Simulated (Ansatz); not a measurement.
# How many bands does the GW gap of NaSrCeSbO6 (F-43m) need?, part 2 of 2

Wanted: a G0W0 gap for NaSrCeSbO6 (F-43m) that is converged in bands and cutoff, or an estimate of the limit.

Ansatz 0.2.0; G0W0 on PBE, plane waves, PAW; PAW set soft_1. Known limits of the many-body steps: not at the basis limit; f levels unsure; no spin polarisation; f levels unsure; no spin-orbit coupling; coarse k mesh.

So far. Step 4 (818 empty bands, screening to 180 eV): Against the run with 4×4×4 mesh, 380 empty bands, screening to 108 eV, PAW set soft_1 files, the gap moves by −0.07 eV.

In doubt: one-shot GW on d or f shells is unsure (steps 2, 3, 4, 5, 6, 7), so the values of those runs are not to be relied on.

## Step 5: Changing the k mesh: 2×2×2 mesh, 380 empty bands, screening to 108 eV, PAW set soft_1 files

Only the mesh changes. It samples the long-range screening, which converges on its own terms. Bands and cutoff differ from the step before, so it is read against an earlier run that matches them.

The input, input.yaml:

```yaml
crystal:
  lattice:
    - [0.0, 4.20998119, 4.20998119]
    - [4.20998119, 0.0, 4.20998119]
    - [4.20998119, 4.20998119, 0.0]
  atoms:
    - { symbol: Na, position: [0.75, 0.75, 0.75] }
    - { symbol: Sr, position: [0.25, 0.25, 0.25] }
    - { symbol: Ce, position: [0.0, 0.0, 0.0] }
    - { symbol: Sb, position: [0.5, 0.5, 0.5] }
    - { symbol: O, position: [0.73748545, 0.26251455, 0.26251455] }
    - { symbol: O, position: [0.26251455, 0.73748545, 0.73748545] }
    - { symbol: O, position: [0.73748545, 0.73748545, 0.26251455] }
    - { symbol: O, position: [0.26251455, 0.26251455, 0.73748545] }
    - { symbol: O, position: [0.26251455, 0.73748545, 0.26251455] }
    - { symbol: O, position: [0.73748545, 0.26251455, 0.73748545] }
kpoints:
  mp_grid: { grid: [2, 2, 2] }
hamiltonian:
  xc: pbe
  pseudopotentials: { kind: paw, azcp: { folder: soft_1 } }
scf:
  occupations: { method: fixed }
gw:
  n_empty_bands: 380
  ecut_chi: 108
  qp_bands: [v3, c3]
  qp_kpoints: band_edges
  screening: { model: contour_deformation }
```

Launch:

```bash
$ ansatz run input.yaml --threads 2 --pin off --max-ram 92160MiB --backend cuda --events-out ev --progress --plain --runs-dir out --devices 1 --max-vram 13GiB
```

Numbers of over 12 decimals in the logs are rounded to 6 here.

Log:

```text
GPUs: using 1 of 1 available (devices: 1).
[...]
GPU FFT provider: cuFFT
GPU libraries: cuBLAS 13.8.2, cuFFT 12.4.0, cuSOLVER 12.3.4
Crystal: 10 atoms, lattice volume = 149.235 Å³
Basis set: ecut = 420 eV, 2891 PW (Γ)
Bands: 51, of which v1, the nominal top of the filled ones, is band 41 counted from 1 (40 counted from 0)
Symmetry: 24 space group operations
[...]
k-points: 3 of 8
[...]
2    40      6.3279   -25.2396     4.4421   -20.3668  0.7107     5.8917     5.8973  root
     2    41      7.3621   -25.9879     4.9201   -20.5916  0.7172     6.8804     6.8860  root
     2    42      9.4568   -22.5847   -12.7387   -37.5477  0.5760    12.0280    11.6811  root ?
     2    43      9.6825   -23.5912   -11.8958   -37.7067  0.5822    12.2369    11.9022  root ?
     2    44      9.6825   -23.5912   -11.8958   -37.7067  0.5822    12.2369    11.9022  root ?
[key lines of the parts left out:]
SCF converged after 17 iterations
Free energy (F): -21504.224028 eV
Fermi energy:    7.391821 eV
```

Run time: 10 s. Hardware: 1 × NVIDIA H100 80GB HBM3 (shared by 6 runs) with 2 threads of AMD EPYC 7R13 (Zen 3), shared host; peak memory 1.2 GiB.

This step gave:

```yaml
bands_summed: 421
rpa_eps_infinity_on_this_mesh_eigenvalues: 4.482, 4.482, 4.482
plane_waves_in_the_screening_matrix: 339
g0w0_gap_on_the_mesh: 4.741 eV
k_of_the_valence_top: 0, 0, 0
k_of_the_conduction_bottom: 0, 0, 0
starting_gap_on_the_mesh: 2.047 eV
least_direct_g0w0_gap_on_the_computed_points: 4.741 eV
```

Against the run with 4×4×4 mesh, 380 empty bands, screening to 108 eV, PAW set soft_1 files, the gap moves by +0.08 eV, while the start moved by +0.05 eV.

## Step 6: Changing the frequency model: 4×4×4 mesh, 818 empty bands, screening to 180 eV, plasmon pole, PAW set soft_1 files

A plasmon pole stands in for the full frequency dependence of the screening; this run shows what that costs in accuracy. Bands and cutoff differ from the step before, so it is read against an earlier run that matches them.

input.yaml: that of step 5 with these lines changed.

```diff
@@ -17,3 +17,3 @@
 kpoints:
-  mp_grid: { grid: [2, 2, 2] }
+  mp_grid: { grid: [4, 4, 4] }
 hamiltonian:
@@ -24,6 +24,6 @@
 gw:
-  n_empty_bands: 380
-  ecut_chi: 108
+  n_empty_bands: 818
+  ecut_chi: 180.0
   qp_bands: [v3, c3]
   qp_kpoints: band_edges
-  screening: { model: contour_deformation }
+  screening: { model: godby_needs }
```

Log:

```text
GPUs: using 1 of 1 available (devices: 1).
[...]
GPU FFT provider: cuFFT
GPU libraries: cuBLAS 13.8.2, cuFFT 12.4.0, cuSOLVER 12.3.4
Crystal: 10 atoms, lattice volume = 149.235 Å³
Basis set: ecut = 420 eV, 2891 PW (Γ)
Bands: 51, of which v1, the nominal top of the filled ones, is band 41 counted from 1 (40 counted from 0)
Symmetry: 24 space group operations
[...]
k-points: 8 of 64 (time reversal used)
[...]
7    40      6.9006   -25.2401     4.5521   -20.0468  0.7638     6.2566     6.2595  root
     7    41      7.0548   -25.5942     4.6069   -20.3777  0.7613     6.4426     6.4452  root
     7    42      9.3946   -22.6232   -12.3746   -37.6069  0.6915    12.1827    12.0038  root ?
     7    43      9.6272   -23.5778   -11.5137   -37.6766  0.6939    12.3654    12.2123  root ?
     7    44      9.6618   -23.7029   -11.5052   -37.7887  0.6932    12.3999    12.2425  root ?
[key lines of the parts left out:]
SCF converged after 14 iterations
Free energy (F): -21504.290801 eV
Fermi energy:    7.378698 eV
```

The job ended after 81 s (1 × NVIDIA H100 80GB HBM3 (shared by 6 runs) with 2 threads; peak memory 5.6 GiB).

Numbers from this step:

```
bands summed                                 : 859
plasmon-pole fit frequency                   : 27.53 eV
RPA ε∞ on this mesh (eigenvalues)            : 4.406, 4.406, 4.406
plane waves in the screening matrix          : 869
G0W0 gap on the mesh                         : 5.180 eV
k of the valence top                         : 0, 0, 0
k of the conduction bottom                   : 0, 0, 0
starting gap on the mesh                     : 1.998 eV
least direct G0W0 gap on the computed points : 5.180 eV
```

Against the run with 4×4×4 mesh, 818 empty bands, screening to 180 eV, PAW set soft_1 files, the gap moves by +0.59 eV.

## Step 7: Changing the files and raising the bands: 4×4×4 mesh, 1212 empty bands, screening to 234 eV, hard PAW files

Other atomic data (hard PAW) test the pseudisation: the cutoff goes from 420 to 930 eV and the valence electrons from 82 to 88, which opens shells that were frozen. Bands and screening cutoff change too, so the step is no clean test of the files.

This step: G0W0 on PBE, plane waves, PAW.

input.yaml: that of step 6 with these lines changed.

```diff
@@ -20,3 +20,3 @@
   xc: pbe
-  pseudopotentials: { kind: paw, azcp: { folder: soft_1 } }
+  pseudopotentials: { kind: paw, source: ansatz }
 scf:
@@ -24,6 +24,6 @@
 gw:
-  n_empty_bands: 818
-  ecut_chi: 180.0
+  n_empty_bands: 1212
+  ecut_chi: 234.0
   qp_bands: [v3, c3]
   qp_kpoints: band_edges
-  screening: { model: godby_needs }
+  screening: { model: contour_deformation }
```

Log:

```text
GPUs: using 1 of 1 available (devices: 1).
[...]
GPU FFT provider: cuFFT
GPU libraries: cuBLAS 13.8.2, cuFFT 12.4.0, cuSOLVER 12.3.4
Crystal: 10 atoms, lattice volume = 149.235 Å³
Basis set: ecut = 930 eV, 9577 PW (Γ)
Bands: 54, of which v1, the nominal top of the filled ones, is band 44 counted from 1 (43 counted from 0)
Symmetry: 24 space group operations
[...]
k-points: 8 of 64 (time reversal used)
[...]
7    43      7.1886   -25.2372     4.3242   -20.0425  0.7108     6.2957     6.3181  root
     7    44      7.3428   -25.5906     4.3733   -20.3715  0.7076     6.4758     6.4969  root
     7    45      9.6897   -22.5581   -13.0716   -37.5190  0.5683    11.9174    11.5790  root ?
     7    46      9.9216   -23.5099   -12.2176   -37.5915  0.5728    12.0976    11.7856  root ?
     7    47      9.9564   -23.6357   -12.2178   -37.7046  0.5711    12.1227    11.8075  root ?
[key lines of the parts left out:]
SCF converged after 16 iterations
Free energy (F): -24284.189679 eV
Fermi energy:    7.667248 eV
```

Run time: 1.7 min. Hardware: 1 × NVIDIA H100 80GB HBM3 (shared by 6 runs) with 2 threads; peak memory 5.8 GiB; 2.6 min of CPU time.

Numbers from this step:

```
bands summed                                 : 1256
RPA ε∞ on this mesh (eigenvalues)            : 4.393, 4.393, 4.393
plane waves in the screening matrix          : 1243
G0W0 gap on the mesh                         : 4.753 eV
k of the valence top                         : 0, 0, 0
k of the conduction bottom                   : 0, 0, 0
starting gap on the mesh                     : 2.004 eV
least direct G0W0 gap on the computed points : 4.753 eV
```

Against the run with 4×4×4 mesh, 818 empty bands, screening to 180 eV, PAW set soft_1 files, the gap moves by +0.16 eV.

## Step 8: The runs together

Times are wall times on 1 × NVIDIA H100 80GB HBM3 (shared by 6 runs) with 2 threads of AMD EPYC 7R13 (Zen 3), shared host, good to a factor of about two.

| mesh | files | frequency | bands summed | cutoff (eV) | start (eV) | G0W0 (eV) | time | host memory (GiB) |
| --- | --- | --- | --- | --- | --- | --- | --- | --- |
| 4×4×4 | PAW set soft_1 | contour deformation | 175 | 54 | 1.998 | 4.965 | 27 s | 1.2 |
| 4×4×4 | PAW set soft_1 | contour deformation | 421 | 108 | 1.998 | 4.665 | 52 s | 1.6 |
| 4×4×4 | PAW set soft_1 | contour deformation | 859 | 180 | 1.998 | 4.593 | 72 s | 2.7 |
| 2×2×2 | PAW set soft_1 | contour deformation | 421 | 108 | 2.047 | 4.741 | 10 s | 1.2 |
| 4×4×4 | PAW set soft_1 | plasmon pole | 859 | 180 | 1.998 | 5.180 | 81 s | 5.6 |
| 4×4×4 | hard PAW | contour deformation | 1256 | 234 | 2.004 | 4.753 | 1.7 min | 5.8 |

The parts of the quasiparticle energy at the two band edges (eV; QP = start + Σx + Σc − Vxc):

| run | edge | start | Σx | Σc | Vxc | Z | QP |
| --- | --- | --- | --- | --- | --- | --- | --- |
| 175 bands | valence top | 7.38 | -25.98 | 5.08 | -20.67 | 0.72 | 7.15 |
| 175 bands | conduction bottom | 9.38 | -22.46 | -12.15 | -37.35 | 0.59 | 12.12 |
| 421 bands | valence top | 7.38 | -25.98 | 4.86 | -20.67 | 0.72 | 6.92 |
| 421 bands | conduction bottom | 9.38 | -22.46 | -12.68 | -37.35 | 0.58 | 11.59 |
| 859 bands | valence top | 7.38 | -25.98 | 4.63 | -20.67 | 0.71 | 6.70 |
| 859 bands | conduction bottom | 9.38 | -22.46 | -12.97 | -37.35 | 0.57 | 11.29 |

## Step 9: Outcome

* 175 bands, 54 eV: 4.965 eV
* 421 bands, 108 eV: 4.665 eV
* 859 bands, 180 eV: 4.593 eV
* mesh and start: 4×4×4, PBE

From 175 to 859 bands the gap moves by −0.37 eV while the time grows 2.6-fold. Σc changes by −0.45 eV at the valence top and −0.82 eV at the conduction bottom, so both edges matter. On the 2×2×2 mesh in place of 4×4×4 the gap differs by +0.08 eV, of which +0.05 eV is already in the start. The plasmon-pole model gives +0.59 eV against contour deformation, 23 % of the correction, and saved no time in this program. With hard PAW files and 1256 bands the gap is 4.75 eV. Empty 4f levels lie among the conduction bands. Their place in the start is unsure; it enters the screening, and the edge itself where they lie low. The runs have no spin polarisation. For a closed low-spin shell that is the natural state; where a d or f shell is open it is a constraint, and the gap is then not the crystal's own. The compound holds f electrons or empty f levels, where one-shot G0W0 is unsure. The many-body steps are scalar-relativistic: spin-orbit coupling is not in them. The program marks a band-edge row as in doubt, so the gap is less sure than its digits.

[Paths, hosts, dates, memory and timing lines, banners, echoed tables and standing remarks are left out of the program output.]

[Logs are printed without paths, hosts, clocks, repeated set-up lines and the standing remarks that a program may print on its own settings, such as how far it seeks lower states.]

[Runs of the session that timed out or met a known fault of the program may be left out.]

[Cells called generated may have been cut or substituted from an entry of the Crystallography Open Database or the Materials Project.]

[Hosts, paths, dates, database ids (printed as entryN), source tags and the programs' standing remarks are cut or masked in the printed files.]
